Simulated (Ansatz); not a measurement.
## Is Ti-Pd-Pd-Ti stack of (111) layers a stable metal?

The plan: relax Ti-Pd-Pd-Ti stack of (111) layers, check its phonons, and, if the lattice is stable, compute its Eliashberg function and ρ(T).

Program: Ansatz 0.2.0. Level of theory: DFT PBEsol, scalar-relativistic, plane waves, PAW; PAW set soft_1. Results are calculated unless marked as measured.

**1. The starting structure**

The cell holds 4 atoms: 2 Ti and 2 Pd. Its edges and angles: a = 2.751 Å, b = 2.751 Å, c = 17.738 Å, α = 90.0°, β = 90.0°, γ = 120.0°. Vacuum lies along c.

**2. Rough relaxation**

The start is far from rest, so a relaxation with loose thresholds does the first part.

Contents of input.yaml:

```yaml
crystal:
  lattice:
    - [2.75065, 0.0, 0.0]
    - [-1.37532, 2.38213, 0.0]
    - [0.0, 0.0, 17.73768]
  atoms:
    - { symbol: Ti, position: [0.0, 0.0, 0.31007441] }
    - { symbol: Pd, position: [0.33333333, 0.66666667, 0.43669147] }
    - { symbol: Pd, position: [0.66666667, 0.33333333, 0.56330853] }
    - { symbol: Ti, position: [0.0, 0.0, 0.68992559] }
  periodic: [true, true, false]
kpoints:
  mp_grid: { grid: [9, 9, 1] }
hamiltonian:
  xc: pbesol
  pseudopotentials: { kind: paw, azcp: { folder: soft_1 }, xc_functional: pbe }
scf:
  occupations: { method: gaussian, width: 0.1 }
output:
  forces: true
  stress: true
  eigenvalues: true
relax:
  adjacent_minimum: "off"
  f_tol: 0.05
  max_steps: 80
  cell: { stress_2d_tol: 0.02 }
```

Started as:

```bash
$ ansatz run input.yaml --threads 4 --pin off --max-ram 12288MiB --backend cpu --events-out ev --progress --plain --runs-dir out
```

Numbers of over 12 decimals in the logs are rounded to 6 here.

Output:

```text
Warning: crystal.periodic: the lattice vector that does not repeat stood 0.000° off the slab's normal, 17.738 Å along it as the deck builds it. The run solves the slab on a vector along the normal, 37.275 Å long, with every atom where it was (on the deck's vector they left 11.00 Å outside them, and the widest stretch free of ions among them is 2.25 Å). A fractional position that the run reports is one of the run's ce [...]
The last accepted step is kept in <dir> (removed where the run ends without a failure and the disk answers)
crystal.periodic: the lattice vector that does not repeat stood 0.000° off the slab's normal, 17.738 Å along it as the deck builds it. The run solves the slab on a vector along the normal, 37.275 Å long, with every atom where it was (on the deck's vector they left 11.00 Å outside them, and the widest stretch free of ions among them is 2.25 Å). A fractional position that the run reports is one of the run's cell, which [...]
Engine: ansatz 0.2.0, aarch64-unknown-linux-gnu
Pseudopotentials: kind: paw
Pseudopotential: Ti, paw, valence charge 12, recommended cutoff 420 eV (normal), soft_1/Ti.paw.azcp
Pseudopotential: Pd, paw, valence charge 18, recommended cutoff 420 eV (normal), soft_1/Pd.paw.azcp
Functional definition: PBEsol
  exchange = pbesol_x
  correlation = pbesol_c
Crystal: 4 atoms, lattice volume = 244.243 Å³
Basis set: ecut = 420 eV, 4775 PW (Γ), exchange–correlation on 40×40×500 points (8 copies of the dense FFT grid, shifted against one another)
Bands: 36, of which v1, the nominal top of the filled ones, is band 30 counted from 1 (29 counted from 0)
Symmetry: 12 space group operations
Space group: P-3m1 (ITA 164), of the structure as read, at distance tolerance 6.3e-5 Å
k-points: 12 of 81
Non-local potential: Ti, projectors of the file, l = 0: 3, l = 1: 2, l = 2: 3, l = 3: 1
Non-local potential: Pd, projectors of the file, l = 0: 2, l = 1: 2, l = 2: 2, l = 3: 1
PAW form: soft (Blöchl's): semilocal exchange-correlation on the pseudo side does not see the compensation charge
PAW frozen core: Ti, regenerated for the run's functional, and the local potential with it (the file was generated under x = pbe(κ = 0.804, μ = 0.219515), c = pbe(β = 0.066725))
PAW frozen core: Pd, regenerated for the run's functional, and the local potential with it (the file was generated under x = pbe(κ = 0.804, μ = 0.219515), c = pbe(β = 0.066725))
PAW one-centre angular grid: Ti, 590 points (default); XC on 64 Gauss nodes
PAW one-centre angular grid: Pd, 590 points (default); XC on 64 Gauss nodes
Initial density: superposition of atomic densities (neutral atoms: chi_scale 0, normalization atom)
Initial wavefunctions: pseudopotential atomic-orbital guess
Functional: x = pbesol(κ = 0.804, μ = 0.123457), c = pbesol(β = 0.046)
SCF iter   1: F=—  HF=-18782.151626 eV  |F-HF|=—  |Δ(HF+E_count)|=         —  Δρ=2.56e-1  dr2=8.23e2  ethr=3.10e-3  ⟨swp⟩=12.5  Hψ=2939  notcnv=0
preconditioner: auto → LDOS  [insulator: Δε(μ)=0.101 eV  Ē_g=3.412 eV  σ=0.100 eV  W_gap=0.52  n_scr=24 (ndim 8)  ℏωp=12.6 eV  f_vac=0.693  D(μ)=5.38/eV (n_scr^D=22)  ε∞_Penn≈14.6  β→1.0]
SCF iter   2: F=—  HF=-18774.552548 eV  |F-HF|=—  |Δ(HF+E_count)|=    7.60e0  Δρ=1.51e-1  dr2=6.31e1  ethr=3.10e-3  ⟨swp⟩=5.7  Hψ=1606  notcnv=0  defer=11
SCF iter   3: F=—  HF=-18761.481886 eV  |F-HF|=—  |Δ(HF+E_count)|=    1.31e1  Δρ=4.21e-2  dr2=2.31e1  ethr=3.10e-3  ⟨swp⟩=5.3  Hψ=1363  notcnv=0  defer=6
SCF iter   4: F=—  HF=-18760.459062 eV  |F-HF|=—  |Δ(HF+E_count)|=    1.02e0  Δρ=2.03e-2  dr2=5.70e0  ethr=3.10e-3  ⟨swp⟩=4.1  Hψ=1028  notcnv=0  defer=4
SCF iter   5: F=—  HF=-18760.282465 eV  |F-HF|=—  |Δ(HF+E_count)|=   1.77e-1  Δρ=9.44e-3  dr2=1.06e0  ethr=3.10e-3  ⟨swp⟩=2.8  Hψ=720  notcnv=0  defer=5
SCF iter   6: F=—  HF=-18760.241306 eV  |F-HF|=—  |Δ(HF+E_count)|=   4.12e-2  Δρ=2.09e-3  dr2=5.09e-2  ethr=1.76e-3  ⟨swp⟩=3.1  Hψ=720  notcnv=0  defer=5
SCF iter   7: F=—  HF=-18760.235798 eV  |F-HF|=—  |Δ(HF+E_count)|=   5.51e-3  Δρ=1.04e-3  dr2=9.71e-3  ethr=8.48e-5  ⟨swp⟩=3.1  Hψ=769  notcnv=0  defer=6
SCF iter   8: F=—  HF=-18760.235666 eV  |F-HF|=—  |Δ(HF+E_count)|=   1.33e-4  Δρ=4.42e-4  dr2=1.79e-3  ethr=1.62e-5  ⟨swp⟩=2.3  Hψ=699  notcnv=0  defer=5
SCF iter   9: F=—  HF=-18760.235741 eV  |F-HF|=—  |Δ(HF+E_count)|=   7.59e-5  Δρ=1.18e-4  dr2=1.31e-4  ethr=2.98e-6  ⟨swp⟩=2.3  Hψ=627  notcnv=0  defer=5
SCF iter  10: F=—  HF=-18760.235767 eV  |F-HF|=—  |Δ(HF+E_count)|=   2.52e-5  Δρ=6.33e-5  dr2=1.53e-5  ethr=2.18e-7  ⟨swp⟩=3.2  Hψ=854  notcnv=0  defer=5
SCF iter  11: F=—  HF=-18760.235748 eV  |F-HF|=—  |Δ(HF+E_count)|=   1.87e-5  Δρ=2.34e-5  dr2=1.07e-6  ethr=2.55e-8  ⟨swp⟩=3.2  Hψ=792  notcnv=0  defer=5
SCF iter  12: F=—  HF=-18760.235749 eV  |F-HF|=—  |Δ(HF+E_count)|=   1.30e-6  Δρ=9.98e-6  dr2=3.38e-7  ethr=1.78e-9  ⟨swp⟩=4.0  Hψ=1043  notcnv=0  defer=5
iter 13 did not close the SCF: its close was put off until two iterations running show no level that it waits for move by more than its bar (scf_convergence_deferred on its scf_iter line)
SCF iter  13: F=-18760.235749 eV  HF=-18760.235749 eV  |F-HF|=5.34e-8  |Δ(HF+E_count)|=   1.74e-7  Δρ=2.37e-6  dr2=1.38e-8  ethr=1.67e-10  ⟨swp⟩=12.9  Hψ=2976  notcnv=0
iter 14 did not close the SCF: its close was put off until two iterations running show no level that it waits for move by more than its bar (scf_convergence_deferred on its scf_iter line)
SCF iter  14: F=-18760.235749 eV  HF=-18760.235749 eV  |F-HF|=2.23e-8  |Δ(HF+E_count)|=   3.49e-8  Δρ=1.40e-6  dr2=5.87e-9  ethr=2.30e-11  ⟨swp⟩=4.1  Hψ=1773  notcnv=0
SCF iter  15: F=-18760.235749 eV  HF=-18760.235749 eV  |F-HF|=1.53e-8  |Δ(HF+E_count)|=   1.05e-8  Δρ=3.83e-7  dr2=3.06e-10  ethr=9.78e-12  ⟨swp⟩=3.2  Hψ=1625  notcnv=0
SCF 1 converged in 15 iterations: F = -18760.235749 eV  dr2 = 3.06e-10
  greatest PAW one-centre occupation: 0.999 electrons in one spin orbital (limit 2), on the Pd atom at site 2 (counted from 0), in its partial waves of l = 0
relax step   1: F+E_penalty+E_count = -18760.23574947 eV  Δ(F+E_penalty+E_count) = +0.000e0 eV  max|allowed force component| = 9.212e-1 eV/Å  Δτ_max = 0.0000 Å  P = +0.372 N/m  Ω = 244.243 Å³  fix = [c, alpha, beta]  reactions: c +0.000 N/m  (15 SCF iters, dr2 threshold 1.00e-7 eV, accepted)
Crystal: 4 atoms, lattice volume = 245.959 Å³
Basis set: ecut = 420 eV, 4799 PW (Γ), exchange–correlation on 40×40×500 points (8 copies of the dense FFT grid, shifted against one another)
Initial density: handed on by an earlier stage of this run
Initial wavefunctions: those handed on with the density
[...]
Crystal: 4 atoms, lattice volume = 247.915 Å³
Basis set: ecut = 420 eV, 4877 PW (Γ), exchange–correlation on 40×40×500 points (8 copies of the dense FFT grid, shifted against one another)
iter 1 solved again at ethr=9.01e-5 eV; its pass at ethr=3.10e-3 eV (dr2=5.41e-2 eV) is discarded
SCF iter   1: F=—  HF=-18760.317861 eV  |F-HF|=—  |Δ(HF+E_count)|=         —  Δρ=2.65e-3  dr2=5.49e-2  ethr=9.01e-5  ⟨swp⟩=2.8  Hψ=2545  notcnv=0
preconditioner: auto → LDOS  [metal: Δε(μ)=0.044 eV  Ē_g=4.032 eV  σ=0.100 eV  W_gap=0.24  n_scr=24 (ndim 8)  ℏωp=12.5 eV  f_vac=0.705  D(μ)=11.18/eV (n_scr^D=110)  β→1.0]
SCF iter   2: F=—  HF=-18760.316053 eV  |F-HF|=—  |Δ(HF+E_count)|=   1.81e-3  Δρ=2.03e-3  dr2=3.17e-2  ethr=9.01e-5  ⟨swp⟩=2.0  Hψ=657  notcnv=0
SCF iter   3: F=—  HF=-18760.312273 eV  |F-HF|=—  |Δ(HF+E_count)|=   3.78e-3  Δρ=4.94e-4  dr2=1.88e-3  ethr=5.29e-5  ⟨swp⟩=2.2  Hψ=615  notcnv=0
SCF iter   4: F=—  HF=-18760.312686 eV  |F-HF|=—  |Δ(HF+E_count)|=   4.13e-4  Δρ=3.02e-4  dr2=2.40e-4  ethr=3.13e-6  ⟨swp⟩=2.8  Hψ=748  notcnv=0
SCF iter   5: F=—  HF=-18760.312674 eV  |F-HF|=—  |Δ(HF+E_count)|=   1.20e-5  Δρ=9.83e-5  dr2=4.63e-5  ethr=4.00e-7  ⟨swp⟩=2.8  Hψ=890  notcnv=0
SCF iter   6: F=—  HF=-18760.312686 eV  |F-HF|=—  |Δ(HF+E_count)|=   1.18e-5  Δρ=3.94e-5  dr2=8.58e-6  ethr=7.72e-8  ⟨swp⟩=3.4  Hψ=849  notcnv=0
SCF iter   7: F=—  HF=-18760.312686 eV  |F-HF|=—  |Δ(HF+E_count)|=   5.78e-7  Δρ=1.55e-5  dr2=1.35e-6  ethr=1.43e-8  ⟨swp⟩=3.4  Hψ=800  notcnv=0
SCF iter   8: F=-18760.312687 eV  HF=-18760.312687 eV  |F-HF|=8.68e-8  |Δ(HF+E_count)|=   6.92e-7  Δρ=6.57e-6  dr2=2.50e-7  ethr=6.67e-10  ⟨swp⟩=19.7  Hψ=2583  notcnv=0
SCF 3 converged in 8 iterations: F = -18760.312687 eV  dr2 = 2.50e-7
relax step   3: F+E_penalty+E_count = -18760.31268720 eV  Δ(F+E_penalty+E_count) = -9.226e-3 eV  max|allowed force component| = 6.057e-2 eV/Å  Δτ_max = 0.0329 Å  P = -0.312 N/m  Ω = 247.915 Å³  energy of the carried Pulay correction = -2.045e-4 eV  fix = [c, alpha, beta]  reactions: c -0.000 N/m  (8 SCF iters, dr2 threshold 4.00e-7 eV, accepted)
[...]
relax step   4: F+E_penalty+E_count = -18760.31371936 eV  Δ(F+E_penalty+E_count) = -1.032e-3 eV  max|allowed force component| = 8.523e-3 eV/Å  Δτ_max = 0.0157 Å  P = +0.045 N/m  Ω = 247.955 Å³  energy of the carried Pulay correction = -2.067e-4 eV  fix = [c, alpha, beta]  reactions: c +0.000 N/m  (8 SCF iters, dr2 threshold 2.29e-7 eV, accepted)
[...]
relax step   5: F+E_penalty+E_count = -18760.31372678 eV  Δ(F+E_penalty+E_count) = -7.426e-6 eV  max|allowed force component| = 5.970e-4 eV/Å  Δτ_max = 0.0007 Å  P = +0.016 N/m  Ω = 248.048 Å³  energy of the carried Pulay correction = -2.119e-4 eV  fix = [c, alpha, beta]  reactions: c +0.000 N/m  (8 SCF iters, dr2 threshold 1.85e-9 eV, accepted)
Initial wavefunctions: pseudopotential atomic-orbital guess (no wavefunctions were taken with the density)
iter 1 solved again at ethr=1.65e-7 eV; its pass at ethr=3.10e-3 eV (dr2=9.92e-5 eV) is discarded
SCF iter   1: F=—  HF=-18760.313471 eV  |F-HF|=—  |Δ(HF+E_count)|=         —  Δρ=4.95e-5  dr2=1.96e-7  ethr=1.65e-7  ⟨swp⟩=6.9  Hψ=4896  notcnv=0
preconditioner: auto → LDOS  [metal: Δε(μ)=0.025 eV  Ē_g=4.025 eV  σ=0.100 eV  W_gap=0.14  n_scr=24 (ndim 8)  ℏωp=12.5 eV  f_vac=0.706  D(μ)=11.56/eV (n_scr^D=124)  β→1.0]
SCF iter   2: F=—  HF=-18760.313932 eV  |F-HF|=—  |Δ(HF+E_count)|=   4.61e-4  Δρ=3.33e-6  dr2=6.47e-8  ethr=3.26e-10  ⟨swp⟩=5.6  Hψ=1441  notcnv=0
SCF iter   3: F=—  HF=-18760.313931 eV  |F-HF|=—  |Δ(HF+E_count)|=   7.18e-7  Δρ=3.02e-6  dr2=3.36e-8  ethr=1.08e-10  ⟨swp⟩=4.0  Hψ=1120  notcnv=0
SCF iter   4: F=—  HF=-18760.313930 eV  |F-HF|=—  |Δ(HF+E_count)|=   4.45e-7  Δρ=1.08e-6  dr2=1.13e-8  ethr=5.61e-11  ⟨swp⟩=3.3  Hψ=836  notcnv=0
SCF iter   5: F=—  HF=-18760.313932 eV  |F-HF|=—  |Δ(HF+E_count)|=   1.12e-6  Δρ=4.61e-7  dr2=5.94e-10  ethr=1.89e-11  ⟨swp⟩=2.7  Hψ=626  notcnv=0
SCF iter   6: F=—  HF=-18760.313932 eV  |F-HF|=—  |Δ(HF+E_count)|=   4.25e-8  Δρ=1.18e-7  dr2=1.20e-10  ethr=1.00e-12  ⟨swp⟩=4.0  Hψ=1043  notcnv=0
SCF iter   7: F=—  HF=-18760.313932 eV  |F-HF|=—  |Δ(HF+E_count)|=   2.72e-9  Δρ=5.68e-8  dr2=1.12e-11  ethr=1.00e-12  ⟨swp⟩=2.2  Hψ=525  notcnv=0
SCF iter   8: F=-18760.313932 eV  HF=-18760.313932 eV  |F-HF|=1.37e-9  |Δ(HF+E_count)|=   1.40e-9  Δρ=2.75e-8  dr2=1.23e-12  ethr=1.00e-12  ⟨swp⟩=13.5  Hψ=3008  notcnv=0
SCF 6 converged in 8 iterations: F = -18760.313932 eV  dr2 = 1.23e-12
relax step   6: F+E_penalty+E_count = -18760.31393155 eV  Δ(F+E_penalty+E_count) = -2.048e-4 eV  max|allowed force component| = 6.501e-4 eV/Å  Δτ_max = 0.0000 Å  P = +0.012 N/m  Ω = 248.048 Å³  fix = [c, alpha, beta]  reactions: c +0.000 N/m  stress off target by 1.15e-2 N/m on what of the cell is left free  SCF on the basis re-selected at this cell (its energy is not comparable with the rows above)  (8 SCF iters)
basis re-selected at this cell: Δ(F+E_penalty+E_count) = -2.048e-4 eV, ΔP = -0.005 N/m vs the last step (what re-selecting the basis moved, of the pressure what is left beyond the Pulay correction that the steps carried, after the strain that the cell walked since its last selection, with what the two solves' SCF thresholds leave and, on support functions, any second-order correction that the steps lacked; it is no m [...]
SCF converged after 8 iterations
Free energy (F): -18760.313932 eV
Harris-Foulkes:  -18760.313932 eV  (|F-HF|=1.37e-9)
Internal energy: -18760.256117 eV  (E = F + TS)
E sigma→0 (E₀):  -18760.285024 eV
Entropy (-TS):   -0.057815 eV (-14.454 meV/atom)
Fermi energy:    -4.511225 eV
--- Per-component energies (eV) ---
  E_band       = -1912.478973
  E_kinetic    = 1463.545412
  E_local      = -331158.887230  (includes V_loc(G=0)·N_el)
  E_nonlocal   = 868.693576
  E_hartree    = 164378.048798
  E_xc         = -506.293102
  E_vxc        = -640.025935  (∫ρ·V_xc dr)
  E_paw        = -9525.495469  (= ΣΔE_a)
  E_vpaw       = -1201.902842  (= ΣTr[D̂ρ^β])
  E_aug_tail   = 0.000291  (compensation charges beyond the density's cutoff)
  E_ewald      = 155719.247788
  E_core_change = 0.883819  (= ΣΔE_core)
  E_smearing   = -0.057815  (= −TS)
  E_closure    = -0.000000  (closes the sum)
  Σ components = -18760.313932   (vs F -18760.313932, Δ=0.00e0)
--- Forces (eV/Å), atoms counted from 1 ---
  atom   1  Ti    -0.00000000     0.00000000     0.00049827
  atom   2  Pd     0.00000000    -0.00000000    -0.00065006
  atom   3  Pd    -0.00000000     0.00000000     0.00065006
  atom   4  Ti     0.00000000    -0.00000000    -0.00049827
  max |Σ_I F_I| component: 9.25e-18 eV/Å
--- 2D stress c σ (N/m, compression-positive) ---
        0.011515       0.000000      -0.000000
        0.000000       0.011515      -0.000000
       -0.000000      -0.000000       0.000000
  P = ½ c Tr σ = 0.0115 N/m
--- Band table (eV; the first three rows and the last of 12) ---
  k-point 0: bands = [... 26 lower, -6.5720, -6.0906, -6.0906, -5.5451, -4.7137, -4.6968, -3.9297, -3.4111, ... 2 higher]
  k-point 1: bands = [... 26 lower, -6.6534, -6.1831, -6.0778, -5.4562, -4.5379, -4.5302, -3.9118, -3.6400, ... 2 higher]
  k-point 2: bands = [... 26 lower, -6.5681, -6.0559, -6.0011, -5.4254, -4.4735, -4.3901, -4.0711, -3.6955, ... 2 higher]
  k-point 11: bands = [... 26 lower, -4.4261, -4.4261, -4.3753, -4.3753, -3.8314, -3.8314, -3.4893, -3.4893, ... 2 higher]
--- Relaxed structure (5 steps of the walk, 5 accepted, 1 SCFs on fresh bases) ---
  F+E_penalty+E_count = -18760.31393155 eV   max|allowed force component| = 6.501e-4 eV/Å   (the final SCF, on the basis selected at the relaxed cell)
  cell:  # Å, volume = 248.0478 Å³
    - [2.771989, -2.909147563639178e-6, 0]
    - [-1.385992, 2.400614, 0]
    - [0, 0, 37.275357]
  atoms:
    - { symbol: Ti, position: [0, 0, 0.149309] }
    - { symbol: Pd, position: [0.333333, 0.666667, 0.206491] }
    - { symbol: Pd, position: [0.666667, 0.333333, 0.269365] }
    - { symbol: Ti, position: [0, 0, 0.326547] }
```

It took 18 s on 4 threads of Arm Neoverse V1, shared host; peak memory 0.65 GiB; 64 s of CPU time.

The steps of the relaxation:

```
step  energy less that of the first step (eV)  largest force component (eV/Å)  volume (Å³)
   1                                   0.0000                          0.9212       244.24
   2                                  -0.0677                          0.2577       245.96
   3                                  -0.0769                          0.0606       247.91
   4                                  -0.0780                          0.0085       247.96
   5                                  -0.0780                          0.0006       248.05
  6*                                  -0.0782                          0.0006       248.05
```

Relaxation steps marked * repeat the geometry before them on a plane-wave basis chosen anew for their cell, so energy and pressure can jump there.

The run keeps the 12 symmetry operations that it works with, so distortions that break them were not tested.

```
cell as run  before  after  change
      a (Å)   2.751  2.772  +0.8 %
      b (Å)   2.751  2.772  +0.8 %
```

The atoms that moved most (Å, along periodic axes as changes of fractional coordinates times the final cell, across vacuum about the mean position):

| atom | dx | dy | dz | length |
| --- | --- | --- | --- | --- |
| Ti4 | 0.000 | 0.000 | -0.066 | 0.066 |
| Ti1 | 0.000 | 0.000 | 0.066 | 0.066 |
| Pd3 | 0.000 | 0.000 | 0.049 | 0.049 |
| Pd2 | 0.000 | 0.000 | -0.049 | 0.049 |

Final coordinates:

```xyz
4
Lattice="2.7720 0.0000 0.0000 -1.3860 2.4006 0.0000 0.0000 0.0000 37.2754" Properties=species:S:1:pos:R:3
Ti    0.0000    0.0000    5.5655
Pd    0.0000    1.6004    7.6970
Pd    1.3860    0.8002   10.0407
Ti    0.0000    0.0000   12.1721
```

This step gave:

```
metallic on mesh  : yes
gap on the k-mesh : 0 eV
```

The relaxation ends with a largest force component of 6.5e-4 eV/Å.

**3. Relaxing cell and atoms**

Lattice constant and positions set the bands and the force constants, so the cell is relaxed first.

input.yaml, the sections that differ from step 2:

```yaml
crystal:
  lattice:
    - [2.7719886901, -2.9091e-06, 0.0]
    - [-1.3859918256, 2.4006140792, 0.0]
    - [0.0, 0.0, 37.2753573569]
  atoms:
    - { symbol: Ti, position: [0.0, 0.0, 0.1493087242] }
    - { symbol: Pd, position: [0.3333333333, 0.6666666667, 0.2064907153] }
    - { symbol: Pd, position: [0.6666666667, 0.3333333333, 0.2693646824] }
    - { symbol: Ti, position: [0.0, 0.0, 0.3265466735] }
  periodic: [true, true, false]
kpoints:
  mp_grid: { grid: [12, 12, 1] }
relax:
  adjacent_minimum: "off"
  f_tol: 0.005
  max_steps: 80
  cell: { stress_2d_tol: 0.02 }
# hamiltonian, scf, output: as in step 2
```

Output:

```text
[the first part of the log is left out]
  E_aug_tail   = 0.000290  (compensation charges beyond the density's cutoff)
  E_ewald      = 154029.630633
  E_core_change = 0.883819  (= ΣΔE_core)
  E_smearing   = -0.053166  (= −TS)
  E_closure    = 0.000000  (closes the sum)
  Σ components = -18760.298708   (vs F -18760.298708, Δ=0.00e0)
--- Forces (eV/Å), atoms counted from 1 ---
  atom   1  Ti     0.00000000     0.00000000     0.00008957
  atom   2  Pd    -0.00000000    -0.00000000    -0.00002234
[...]
--- Band table (eV; the first three rows and the last of 19) ---
[...]
--- Relaxed structure (6 steps of the walk, 6 accepted, 1 SCFs on fresh bases) ---
[...]
cell:  # Å, volume = 251.6583 Å³
    - [2.792090, -2.930250944430381e-6, 0]
    - [-1.396042, 2.418022, 0]
    - [0, 0, 37.2753573569]
  atoms:
    - { symbol: Ti, position: [5.208480226444809e-19, 5.208486538286172e-19, 0.150355] }
    - { symbol: Pd, position: [0.333333, 0.666667, 0.206552] }
    - { symbol: Pd, position: [0.666667, 0.333333, 0.269303] }
    - { symbol: Ti, position: [-5.208480226444807e-19, -5.208486538286174e-19, 0.325500] }
[key lines of the parts left out:]
P = ½ c Tr σ = -0.0051 N/m
```

Run time: 30 s. Hardware: 4 threads; peak memory 0.7 GiB; 1.9 min of CPU time.

Step by step:

```
step  energy less that of the first step (eV)  largest force component (eV/Å)  volume (Å³)
   1                                   0.0000                          0.1084       248.05
   2                                  -0.0061                          0.0633       250.48
   3                                  -0.0067                          0.0329       251.91
   4                                  -0.0069                          0.0072       251.62
   5                                  -0.0069                          0.0051       251.68
   6                                  -0.0069                          0.0000       251.66
   7                                  -0.0071                          0.0001       251.66
```

The log counts 1 steps on a newly chosen plane-wave basis, not all of them marked here; energy and pressure can jump at such steps.

```csv
cell as run,before,after,change
a (Å),2.772,2.792,+0.7 %
b (Å),2.772,2.792,+0.7 %
```

The atoms that moved most (Å, along periodic axes as changes of fractional coordinates times the final cell, across vacuum about the mean position):

```
atom     dx     dy      dz  length
 Ti1  0.000  0.000   0.039   0.039
 Ti4  0.000  0.000  -0.039   0.039
```

The relaxed structure:

```xyz
4
Lattice="2.7921 0.0000 0.0000 -1.3960 2.4180 0.0000 0.0000 0.0000 37.2754" Properties=species:S:1:pos:R:3
Ti    0.0000    0.0000    5.6045
Pd    0.0000    1.6120    7.6993
Pd    1.3960    0.8060   10.0384
Ti    0.0000    0.0000   12.1331
```

The relaxation ends with a largest force component of 9.0e-5 eV/Å.

[end of part 1 of 2]

[Logs are printed without paths, hosts, clocks, repeated set-up lines and the standing remarks that a program may print on its own settings, such as how far it seeks lower states.]

[Hosts, paths, dates, database ids (printed as entryN), source tags and the programs' standing remarks are cut or masked in the printed files.]
